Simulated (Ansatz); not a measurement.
# V_O in MgO (Fm-3m) against the share of exact exchange, part 2 of 2

Question: how much does the share of exact exchange change the (+1/0) level of V_O in MgO (Fm-3m), and what does each choice cost? Model: a cell of 72 host atoms with 1 O taken out.

Ansatz 0.2.0; plane-wave PAW DFT; relaxations with PBEsol, then single points with PBEsol and HSE06 form with several shares of exact exchange, on supercells at fixed charge in a uniform background.

So far: The structure; Relaxing both charge states, PBEsol.

### 3. First setting: 0 (PBEsol)

Exact exchange opens the gap of the host. A level of a localised state need not follow either band edge, so its distance to each edge changes.

The input, qp1_M1.a0/input.yaml:

```yaml
crystal:
  checkpoint: "../qp1_M1.relax.run"
  host: checkpoint
total_charge: 1
basis:
  ecutwfc: 420
  xc_grid: 2
hamiltonian:
  xc: pbesol
  pseudopotentials: { kind: paw, azcp: { folder: soft_1 }, xc_functional: pbe }
kpoints:
  mp_grid: { grid: [1, 1, 1], shift: [0.25, 0.25, 0.25] }
magnetization:
  spin_polarized: true
  initial_magnetization: 1
  spin_locking: { lock_magnetization: hard }
scf:
  occupations: { method: fixed }
  max_iter: 80
output:
  forces: true
  charged_corrections:
    epsilon: 3.24
    static_epsilon: 10.37
    defect_position: [0.5, 0.5, 0.625]
  eigenvalues: true
  eigenstates: { localisation: true }
  efg: {}
checkpoint:
  read: "../qp1_M1.relax.run"
  write: "../qp1_M1.a0.run"
  compress: false
  write_wavefunctions: false
  write_every: 100000
```

Command:

```bash
$ ansatz run input.yaml --threads 32 --pin off --max-ram 84787MiB --backend cuda --events-out ev --progress --plain --runs-dir out --max-vram 78GiB
```

Numbers of over 12 decimals in the logs are rounded to 6 here.

The program printed:

```text
[...]
Warning: at least one further symmetry operation maps every atom of the structure, as the run holds it, onto an atom to within 2.35e-5 (fractional), and is not used: no operation is sought that the atoms, as the run holds them, miss by more than 2.00e-5, [...]
crystal.checkpoint: the structure is that of <dir>, a `relax` run, at its step 4: its result, under pbesol at a charge of 1 e; 71 atoms read, 0 with a starting moment; crystal.structure_sha256 for this input is
[...]
device memory: the entry about to start is reckoned to put 6.5 GiB on a device that reports 182.5 GiB free (of which the cap on the GPU budget leaves the run 78.0 GiB)
GPU FFT provider: cuFFT
GPU libraries: cuBLAS 13.8.1, cuFFT 12.4.0, cuSOLVER 12.3.2
GPU matrix products: emulated (plane waves: as basis.precision tells), large ones in fixed point in workspaces of 1.00 GiB
Crystal: 71 atoms, lattice volume = 673.897 Å³
Basis set: ecut = 420 eV, 13123 PW (Γ), exchange–correlation on 120×120×160 points (8 copies of the dense FFT grid, shifted against one another)
Bands: 356, of which v1, the nominal top of the filled ones, is band 285 counted from 1 (284 counted from 0)
Symmetry: 1 space group operations
[...]
k-points: 1
[...]
Starting moments: Σ|m| = 1 μB on 71 of 71 sites; this step starts from the density that it was given
[...]
GPU buffer pool allocated for 288000 grid points (all kernels)
GPU transforms: local potential and band sums: pruned to the plane-wave sphere, on 60×60×80
[...]
SCF iter   1: F=—  HF=-88576.522129 eV  |Δ(HF+E_count)|=         —  Δρ=2.18e-6 (↑2.04e-6 ↓2.18e-6)  dr2=8.51e-8  dr2_m=4.12e-10  M=1.000 μB ∫|m|=1.045 μB  Hψ=1738
[...]
SCF iter   2: F=-88576.522129 eV  HF=-88576.522129 eV  |Δ(HF+E_count)|=   1.14e-8  Δρ=1.11e-6 (↑1.01e-6 ↓1.11e-6)  dr2=2.23e-8  dr2_m=2.60e-10  M=1.000 μB ∫|m|=1.045 μB  Hψ=1337
SCF 1 converged in 2 iterations: F = -88576.522129 eV  dr2 = 2.23e-8
[...]
SCF converged after 2 iterations
Magnetization: 1.0000 μB (285.0000 up, 284.0000 down)
Absolute magnetization: 1.0386 μB (∫|ρ↑−ρ↓|, with the PAW one-centre terms)
[...]
Per-site moments (μB) at R_I (Å): [(4.938979014707586e-5, 0.865079), (0.000379787, 0.866177), (4.9399367392743404e-5, 0.865100), [... 6 left out ...]
Free energy (F): -88576.522129 eV
[...]
Internal energy: -88576.522129 eV  (E = F + TS)
E sigma→0 (E₀):  -88576.522129 eV
Fermi energy:    9.677234 (↑ 9.677234, ↓ 7.741230) eV
[...]
--- Forces (eV/Å), atoms counted from 1 ---
  atom   1  Mg    -0.00000320     0.00033643     0.00021242
  atom   2  O      0.00007109     0.00026661    -0.00096102
  [... 4 atoms left out ...]
  [... 65 more lines of this table ...]
  max |Σ_I F_I| component: 1.00e-4 eV/Å
--- PAW observables at the nuclei: V_zz in 10²¹ V/m², potentials from the cell's mean, atoms counted from 1 ---
  [...]
--- Charged-cell corrections in eV (Makov–Payne, q = +1.000 e, ε = 3.240 of the electrons, 10.370 with the ions) ---
[...]
E_corr1          = +0.720418  (monopole, q²α_M/2εL)
  F Makov-Payne    = n/a  (the rows are of the electrons' constant alone; ansatz place-levels tells what screens the charge)
[...]
--- Band table (eV) ---
[...]
```

It took 2.9 s on 1 × NVIDIA GB200 with 32 threads of Arm Neoverse V2, shared host; peak memory 1.7 GiB; 35 s of CPU time.

Both charges and the host at this setting go to place-levels, which corrects for the image charge and aligns the potentials.

The input, levels.a0.yaml:

```yaml
host:
  run: host.a0.run
states: [q0.a0.run, qp1_M1.a0.run]
geometry_from:
  q0.a0.run: q0.relax.run
  qp1_M1.a0.run: qp1_M1.relax.run
chemical_potentials:
  O:
    energy: -558.291301
    dataset: <sha256 of the dataset>
```

Command:

```bash
$ ansatz place-levels levels.a0.yaml -- --threads 32 --pin off --max-ram 84787MiB
```

The program printed:

```text
(+1/0) 2.460 eV above the valence edge, 2.151 eV under the conduction edge
formation energy of charge +1: +4.088 eV with the Fermi level at the valence edge
formation energy of charge 0: +6.548 eV with the Fermi level at the valence edge
  edges by pbesol, gap 4.611 eV; the host is sampled to repeats of 8.94 Å
  the defect's cells are sampled to repeats of 8.94 Å, like sampling
  charge +1: -88576.4180 eV with its correction of +0.104 eV, at epsilon 10.37, aligned at sites: -0.1209 eV, mean over 39 atomic sites at or beyond 4.47 Å from the defect at [0.5000, 0.5000, 0.6250], with +0.000000 for the charge's moments and without [...]
  charge 0: +0.000 eV for its dipole among its images, +0.000 omitted
  of states[1] (qp1_M1.a0.run): how wide its charge is, is not read beside other atoms or cores, and a band state would take no correction. [...]
```

Elapsed: 0.12 s, on 32 threads.

At this setting the gap is 4.611 eV and (+1/0) lies 2.460 eV above the valence top.

### 4. The other settings

From the second setting on only the share changes; the first is PBEsol, whose semilocal part differs from that of the hybrids. The next input; the others follow the same pattern (0.2, 0.25, 0.3 and 0.4):

qp1_M1.a10/input.yaml, as its differences from qp1_M1.a0/input.yaml of step 3:

```diff
@@ -8,4 +8,4 @@
 hamiltonian:
-  xc: pbesol
-  pseudopotentials: { kind: paw, azcp: { folder: soft_1 }, xc_functional: pbe }
+  xc: { preset: hse06, exx: 0.1 }
+  pseudopotentials: { kind: paw, azcp: { folder: soft_1 } }
 kpoints:
@@ -30,3 +30,3 @@
   read: "../qp1_M1.relax.run"
-  write: "../qp1_M1.a0.run"
+  write: "../qp1_M1.a10.run"
   compress: false
```

### 5. Result against cost

Times of the states on 1 × NVIDIA GB200 with 32 threads of Arm Neoverse V2, shared host; the host is run again at each setting:

```
share of exact exchange  gap (eV)  (+1/0) above the valence top (eV)  under the conduction bottom (eV)  time, both charge states  time, host and placing  peak memory of a state (GiB)
           0 (PBEsol) *     4.611                              2.460                             2.151                     4.3 s                   1.6 s                           1.7
                    0.1     5.405                              2.936                             2.469                      20 s                    19 s                           2.1
                    0.2     6.105                              3.413                             2.693                      21 s                    19 s                           2.0
                   0.25     6.462                              3.655                             2.807                      21 s                    18 s                           2.0
                    0.3     6.821                              3.898                             2.923                      21 s                    17 s                           2.1
                    0.4     7.551                              4.392                             3.159                      23 s                    20 s                           2.2
```

* started from the relaxation's converged state in the same settings, so its time is no fair cost.

### 6. Results

| Property | Result |
| --- | --- |
| (plus 1/0) level, 0 (PBEsol) | 2.46 eV |
| (plus 1/0) level, 0.1 | 2.94 eV |
| (plus 1/0) level, 0.2 | 3.41 eV |
| (plus 1/0) level, 0.25 | 3.65 eV |
| (plus 1/0) level, 0.3 | 3.90 eV |
| (plus 1/0) level, 0.4 | 4.39 eV |
| slope of the gap among the hybrids | 0.72 eV per 0.1 of exact exchange |

What this shows: From a share of 0 (PBEsol) to 0.4 the gap opens from 4.61 to 7.55 eV and (+1/0) moves from 2.46 to 4.39 eV above the valence top. Among the hybrids, by fitted slopes, the level takes 68 % of the gap's opening, between the two edges, as a localised state does. The atoms were held at the semilocal structure, so a distortion that exact exchange would bring is missing. The program warns that hybrid band edges depend on the exchange mesh, which was not varied here; the gaps and slopes may carry that error. Only the charges 0 and +1 were run, each from one start, so (+1/0) need not be a change between stable states. Limits: one k-point off the zone centre stands for the whole zone; the images are only 8.9 Å apart; the structures are those of PBEsol; force components of up to 0.18 eV/Å remain in a run at the final settings.

[Logs are printed without paths, hosts, clocks, repeated set-up lines and the standing remarks that a program may print on its own settings, such as how far it seeks lower states.]

[Hosts, paths, dates, database ids (printed as entryN), source tags and the programs' standing remarks are cut or masked in the printed files.]

[Where a table of states has a column of steps, it counts the stored structures, which are thinned; the runs took as many ionic steps or more.]

[For some hosts the program warned that the k-mesh of the response run may be too coarse for force constants and the static dielectric constant; such warnings are not shown here.]
